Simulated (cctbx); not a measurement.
# Mg2TiB2Ir4W with cctbx, script by script

Library: cctbx 2025.11. The data are simulated by the first script.

## 1. Simulate the data

run.py:

```python
from cctbx import adptbx, crystal, miller, sgtbx, xray
from cctbx.array_family import flex
from iotbx.shelx import hklf
from scitbx import matrix
import scitbx.random

cs = crystal.symmetry(unit_cell=(9.608, 9.608, 3.09, 90, 90, 90), space_group_symbol='Hall: -P 4 2ab')  # P4/mbm
atoms = [  # label, site, U (iso, or U11 U22 U33 U12 U13 U23 in A^2), occupancy
    ("Ir1", (0.9308, 0.7821, 0.5), (0.0179, 0.0194, 0.0141, 0.0040, 0.0000, 0.0000), 1),
    ("W1", (0, 0.5, 0.5), (0.0314, 0.0314, 0.0363, 0.0118, 0.0000, 0.0000), 1),
    ("Ti1", (0, 0, 0), (0.0209, 0.0209, 0.0273, -0.0000, 0.0000, -0.0000), 1),
    ("Mg1", (0.6783, 0.8217, 0), (0.0389, 0.0389, 0.0432, -0.0019, 0.0000, 0.0000), 1),
    ("B1", (0.8775, 0.6225, 0), (0.0320, 0.0320, 0.0331, 0.0004, 0.0000, 0.0000), 1),
]
xs = xray.structure(crystal_symmetry=cs)
for label, site, u, occ in atoms:
    u = adptbx.u_cif_as_u_star(cs.unit_cell(), u) if isinstance(u, tuple) else u
    xs.add_scatterer(xray.scatterer(label, site=site, u=u, occupancy=occ))
xs.set_inelastic_form_factors(1.54184, "sasaki")
xs.show_summary()
p1 = xs.expand_to_p1()
ms = miller.build_set(p1, anomalous_flag=True, d_min=0.8)
flex.set_random_seed(381284)
scitbx.random.set_random_seed(381284)
ms = ms.select(flex.random_double(ms.size()) < 0.5)
i = ms.structure_factors_from_scatterers(p1, algorithm="direct").f_calc().as_intensity_array().data()
i = i * 40000 / flex.max(i)
sig = flex.sqrt(i + flex.pow2(0.06 * i) + 8 ** 2)
noise = scitbx.random.variate(scitbx.random.normal_distribution())(i.size())
data = ms.array(data=i + sig * noise, sigmas=sig).set_observation_type_xray_intensity()
with open("data.hkl", "w") as f:
    data.export_as_shelx_hklf(f)
print("reflections written:", data.size(), " <I/sigma> = %.1f" % flex.mean(data.data() / data.sigmas()))
for h, a, b in list(data.sort("data"))[:12]:
    print("%4d%4d%4d %9.1f %7.1f" % (h + (a, b)))
```

```console
$ python run.py
```

```text
Number of scatterers: 5
At special positions: 5
Unit cell: (9.608, 9.608, 3.09, 90, 90, 90)
Space group: P 4/m b m (No. 127)
reflections written: 1155  <I/sigma> = 10.1
   0   0   1   40196.2  2408.3
   0   0  -1   35654.6  2408.3
   0   0  -2   32452.5  2067.4
   1  -4   0   14792.6   825.0
   4   1   0   14145.2   825.0
  -1  -4   0   12747.7   825.0
   4  -1   0   12391.4   825.0
  -4  -1   0   12294.6   825.0
   0   0   3   10945.6   655.3
  -4   2   0    9634.5   578.8
   4   2   0    9580.4   578.8
  -4  -2   0    9487.8   578.8
```

It took 0.38 s on 1 thread of Arm Neoverse N1, on a shared host, peak memory 0.07 GiB.

## 2. Refinement (right model, isotropic)

run.py:

```python
import math
from cctbx import adptbx, crystal, maptbx, sgtbx, xray
from cctbx.array_family import flex
from cctbx.xray import observations
from iotbx.shelx import hklf
from scitbx.lstbx import normal_eqns_solving
from smtbx import absolute_structure, utils
from smtbx.refinement import constraints, least_squares

cs = crystal.symmetry(unit_cell=(9.608, 9.608, 3.09, 90, 90, 90), space_group_symbol='Hall: -P 4 2ab')  # P4/mbm
atoms = [  # label, site, U (iso, or U11 U22 U33 U12 U13 U23 in A^2), occupancy
    ("Ir1", (0.9252, 0.7818, 0.5), 0.0200, 1),
    ("W1", (0, 0.5, 0.5), 0.0200, 1),
    ("Ti1", (0, 0, 0), 0.0200, 1),
    ("Mg1", (0.6757, 0.8243, 0), 0.0200, 1),
    ("B1", (0.8807, 0.6193, 0), 0.0200, 1),
]
xs = xray.structure(crystal_symmetry=cs)
for label, site, u, occ in atoms:
    u = adptbx.u_cif_as_u_star(cs.unit_cell(), u) if isinstance(u, tuple) else u
    xs.add_scatterer(xray.scatterer(label, site=site, u=u, occupancy=occ))
xs.set_inelastic_form_factors(1.54184, "sasaki")
raw = hklf.reader(file_name="data.hkl").as_miller_arrays(crystal_symmetry=cs, anomalous=True)[0]
merged = raw.eliminate_sys_absent().merge_equivalents()
fo2 = merged.array().set_observation_type_xray_intensity()
print("Rint %.3f, %d unique reflections to %.2f A" % (merged.r_int(), fo2.size(), fo2.d_min()))
for sc in xs.scatterers():
    sc.flags.set_grad_site(True)
    sc.flags.set_grad_u_aniso(sc.flags.use_u_aniso())
    sc.flags.set_grad_u_iso(sc.flags.use_u_iso())
obs = fo2.as_xray_observations()
extra = {}
rep = constraints.reparametrisation(xs, [], utils.connectivity_table(xs), **extra)
ls = least_squares.crystallographic_ls(obs, rep, weighting_scheme=least_squares.mainstream_shelx_weighting(a=0, b=0))
print("cycle     R1     wR2    GooF  max shift (A)")
for cycle in range(8):
    ls.build_up()
    r1, wr2, goof = ls.r1_factor(cutoff_factor=2)[0], ls.wR2(), ls.goof()
    old = xs.sites_cart()
    normal_eqns_solving.levenberg_marquardt_iterations(ls, n_max_iterations=3, tau=1e-06, step_threshold=1e-7)
    big = flex.max((xs.sites_cart() - old).norms())
    print("%4d %7.4f %7.4f %7.3f %9.5f" % (cycle + 1, r1, wr2, goof, big))
    ls.build_up(objective_only=True)
    if abs(ls.wR2() - wr2) < 5e-5 and big < 5e-4:
        break
ls.build_up()
print("final R1 %.4f wR2 %.4f GooF %.3f  parameters %d  data/parameter %.1f" % (ls.r1_factor(cutoff_factor=2)[0], ls.wR2(), ls.goof(), ls.n_parameters, fo2.size() / ls.n_parameters))
cov = ls.covariance_matrix_and_annotations()
su = dict(zip(cov.annotations, (math.sqrt(max(v, 0)) for v in cov.matrix.matrix_packed_u_diagonal())))
a2 = cs.unit_cell().reciprocal_parameters()[0] ** -2
print("atom        x        y        z      Ueq    occ   su(xyz)  su(Uiso or U11)")
for sc in xs.scatterers():
    s = max(su.get(sc.label + k, 0) for k in (".x", ".y", ".z"))
    npd = "" if sc.is_positive_definite_u(cs.unit_cell()) else "  NPD"
    print("%-5s %8.5f %8.5f %8.5f %8.4f %6.3f %8.5f %7.4f%s" % ((sc.label,) + sc.site + (sc.u_iso_or_equiv(cs.unit_cell()), sc.occupancy, s, su.get(sc.label + ".uiso", su.get(sc.label + ".u11", 0) * a2), npd)))
fo = fo2.f_sq_as_f()
fc = fo.structure_factors_from_scatterers(xs, algorithm="direct").f_calc()
diff = fo.f_obs_minus_f_calc(1 / math.sqrt(ls.scale_factor()), fc).average_bijvoet_mates()
m = diff.fft_map(symmetry_flags=maptbx.use_space_group_symmetry, resolution_factor=0.25).apply_volume_scaling()
print("difference map: max %.2f min %.2f rms %.2f" % (m.statistics().max(), m.statistics().min(), m.statistics().sigma()))
peaks = m.peak_search(parameters=maptbx.peak_search_parameters(min_distance_sym_equiv=0.6, max_clusters=6)).all()
near = xs.closest_distances(peaks.sites(), distance_cutoff=4)
sps = cs.special_position_settings(min_distance_sym_equiv=0.5)
for k, (x, h) in enumerate(zip(peaks.sites(), peaks.heights())):
    ss = sps.site_symmetry(x)
    print("Q%-3d %7.4f %7.4f %7.4f %4d %7.2f  %.2f A from %s" % ((k + 1,) + tuple(t % 1 for t in ss.exact_site()) + (ss.multiplicity(), h, near.smallest_distances[k], xs.scatterers()[near.i_seqs[k]].label)))
```

```console
$ python run.py
```

```text
Rint 0.048, 187 unique reflections to 0.80 A
cycle     R1     wR2    GooF  max shift (A)
   1  0.2174  0.5496  15.367   0.05481
   2  0.0490  0.1786   4.992   0.00395
   3  0.0490  0.1785   4.992   0.00007
final R1 0.0490 wR2 0.1785 GooF 4.992  parameters 9  data/parameter 20.8
atom        x        y        z      Ueq    occ   su(xyz)  su(Uiso or U11)
Ir1    0.93091  0.78217  0.50000   0.0186  1.000  0.00017  0.0008
W1     0.00000  0.50000  0.50000   0.0340  1.000  0.00000  0.0011
Ti1    0.00000  0.00000  0.00000   0.0242  1.000  0.00000  0.0028
Mg1    0.67716  0.82284  0.00000   0.0381  1.000  0.00157  0.0053
B1     0.87919  0.62081  0.00000   0.0306  1.000  0.00507  0.0144
difference map: max 7.50 min -10.38 rms 0.92
Q1    0.0393  0.5393  0.5000    4    7.71  0.53 A from W1
Q2    0.0999  0.2499  0.5000    8    6.32  0.43 A from Ir1
Q3    0.0413  0.1846  0.5000    8    5.21  0.42 A from Ir1
Q4    0.0000  0.5000  0.3419    4    2.97  0.49 A from W1
Q5    0.1411  0.3589  0.5000    4    2.60  1.52 A from Ir1
Q6    0.0206  0.7237  0.3410   16    1.90  1.14 A from Ir1
```

Time: 0.61 s.

Figures of merit this high mean that the model is still wrong or incomplete.

## 3. Refinement (right model, anisotropic)

run.py, as its changes from the last script of this kind:

```diff
@@ -12,5 +12,5 @@
-    ("Ir1", (0.9252, 0.7818, 0.5), 0.0200, 1),
-    ("W1", (0, 0.5, 0.5), 0.0200, 1),
-    ("Ti1", (0, 0, 0), 0.0200, 1),
-    ("Mg1", (0.6757, 0.8243, 0), 0.0200, 1),
-    ("B1", (0.8807, 0.6193, 0), 0.0200, 1),
+    ("Ir1", (0.93091, 0.78217, 0.5), 0.0186, 1),
+    ("W1", (0, 0.5, 0.5), 0.0340, 1),
+    ("Ti1", (0, 0, 0), 0.0242, 1),
+    ("Mg1", (0.67716, 0.82284, 0), 0.0381, 1),
+    ("B1", (0.87919, 0.62081, 0), 0.0306, 1),
@@ -22,0 +23 @@
+xs.convert_to_anisotropic()
```

```console
$ python run.py
```

```text
Rint 0.048, 187 unique reflections to 0.80 A
cycle     R1     wR2    GooF  max shift (A)
   1  0.0490  0.1785   5.138   0.02540
   2  0.0135  0.0310   0.892   0.00010
final R1 0.0135 wR2 0.0310 GooF 0.892  parameters 19  data/parameter 9.8
atom        x        y        z      Ueq    occ   su(xyz)  su(Uiso or U11)
Ir1    0.93082  0.78213  0.50000   0.0171  1.000  0.00003  0.0002
W1     0.00000  0.50000  0.50000   0.0332  1.000  0.00000  0.0003
Ti1    0.00000  0.00000  0.00000   0.0228  1.000  0.00000  0.0007
Mg1    0.67764  0.82236  0.00000   0.0424  1.000  0.00034  0.0014
B1     0.87731  0.62269  0.00000   0.0342  1.000  0.00099  0.0040
difference map: max 0.91 min -0.97 rms 0.27
Q1    0.0285  0.6997  0.1953   16    0.94  1.55 A from Ir1
Q2    0.1672  0.3328  0.2381    8    0.93  0.95 A from B1
Q3    0.0061  0.1600  0.0000    8    0.89  1.54 A from Ti1
Q4    0.0783  0.4217  0.1963    8    0.74  0.86 A from B1
Q5    0.2099  0.2239  0.0000    8    0.69  1.17 A from Mg1
Q6    0.0787  0.1854  0.0000    8    0.69  1.58 A from Ir1
```

Time: 0.57 s.

## 4. Refinement

run.py, as its changes from the last script of this kind:

```diff
@@ -16 +15,0 @@
-    ("B1", (0.87919, 0.62081, 0), 0.0306, 1),
@@ -37 +36 @@
-for cycle in range(8):
+for cycle in range(12):
```

```console
$ python run.py
```

```text
Rint 0.048, 187 unique reflections to 0.80 A
cycle     R1     wR2    GooF  max shift (A)
   1  0.0528  0.1908   5.426   0.01164
   2  0.0233  0.0674   1.916   0.00000
final R1 0.0233 wR2 0.0674 GooF 1.916  parameters 15  data/parameter 12.5
atom        x        y        z      Ueq    occ   su(xyz)  su(Uiso or U11)
Ir1    0.93093  0.78211  0.50000   0.0171  1.000  0.00006  0.0004
W1     0.00000  0.50000  0.50000   0.0332  1.000  0.00000  0.0006
Ti1    0.00000  0.00000  0.00000   0.0234  1.000  0.00000  0.0015
Mg1    0.67802  0.82198  0.00000   0.0462  1.000  0.00079  0.0033
difference map: max 7.08 min -1.17 rms 0.45
Q1    0.1212  0.3788  0.0000    4    7.09  2.24 A from Ir1
Q2    0.1756  0.6756  0.0000    4    1.48  0.03 A from Mg1
Q3    0.0026  0.1541  0.0000    8    1.12  1.48 A from Ti1
Q4    0.1732  0.3268  0.2597    8    0.97  1.63 A from Ir1
Q5    0.1447  0.3553  0.5000    4    0.86  1.51 A from Ir1
Q6    0.0352  0.7099  0.2040   16    0.78  1.52 A from Ir1
```

Time: 0.54 s.

This run holds a fault made on purpose: atom left out: B1.

## 5. Refinement

run.py, as its changes from the last script of this kind:

```diff
@@ -15,0 +16 @@
+    ("B1", (0.87919, 0.62081, 0), 0.0306, 1),
@@ -24 +25 @@
-merged = raw.eliminate_sys_absent().merge_equivalents()
+merged = raw.eliminate_sys_absent().resolution_filter(d_min=2).merge_equivalents()
```

```console
$ python run.py
```

```text
Rint 0.050, 17 unique reflections to 2.02 A
cycle     R1     wR2    GooF  max shift (A)
   1  0.0173  0.0389   0.000   0.05884
   2  0.0000  0.0000   0.000   0.00000
final R1 0.0000 wR2 0.0000 GooF 0.000  parameters 19  data/parameter 0.9
RuntimeError: scitbx Error:  SCITBX_ASSERT(!cholesky.failure) failure in index: 17
```

Time: 0.55 s.

This run holds a fault made on purpose: data cut at low resolution.

## 6. Refinement

run.py, as its changes from the last script of this kind:

```diff
@@ -22 +22 @@
-xs.set_inelastic_form_factors(1.54184, "sasaki")
+# no anomalous dispersion
@@ -25 +25 @@
-merged = raw.eliminate_sys_absent().resolution_filter(d_min=2).merge_equivalents()
+merged = raw.eliminate_sys_absent().merge_equivalents()
```

```console
$ python run.py
```

```text
Rint 0.048, 187 unique reflections to 0.80 A
cycle     R1     wR2    GooF  max shift (A)
   1  0.0510  0.1866   5.371   0.02402
   2  0.0147  0.0340   0.979   0.00021
final R1 0.0147 wR2 0.0340 GooF 0.979  parameters 19  data/parameter 9.8
atom        x        y        z      Ueq    occ   su(xyz)  su(Uiso or U11)
Ir1    0.93082  0.78214  0.50000   0.0188  1.000  0.00003  0.0002
W1     0.00000  0.50000  0.50000   0.0362  1.000  0.00000  0.0003
Ti1    0.00000  0.00000  0.00000   0.0167  1.000  0.00000  0.0007
Mg1    0.67772  0.82228  0.00000   0.0363  1.000  0.00037  0.0016
B1     0.87741  0.62259  0.00000   0.0303  1.000  0.00112  0.0042
difference map: max 1.41 min -1.09 rms 0.32
Q1    0.0000  0.0000  0.0000    2    1.41  0.00 A from Ti1
Q2    0.1363  0.6363  0.0000    4    1.02  0.56 A from Mg1
Q3    0.0023  0.1589  0.0000    8    1.01  1.53 A from Ti1
Q4    0.0279  0.6936  0.1933   16    1.00  1.57 A from Mg1
Q5    0.1662  0.3338  0.2449    8    0.96  0.96 A from B1
Q6    0.1600  0.7127  0.0000    8    0.95  0.38 A from Mg1
```

It took 0.59 s on 1 thread of Arm Neoverse N1 (shared host), peak memory 0.09 GiB.

This run holds a fault made on purpose: anomalous dispersion left out.

[Logs are printed without paths, hosts, clocks, repeated set-up lines and the standing remarks that a program may print on its own settings, such as how far it seeks lower states.]
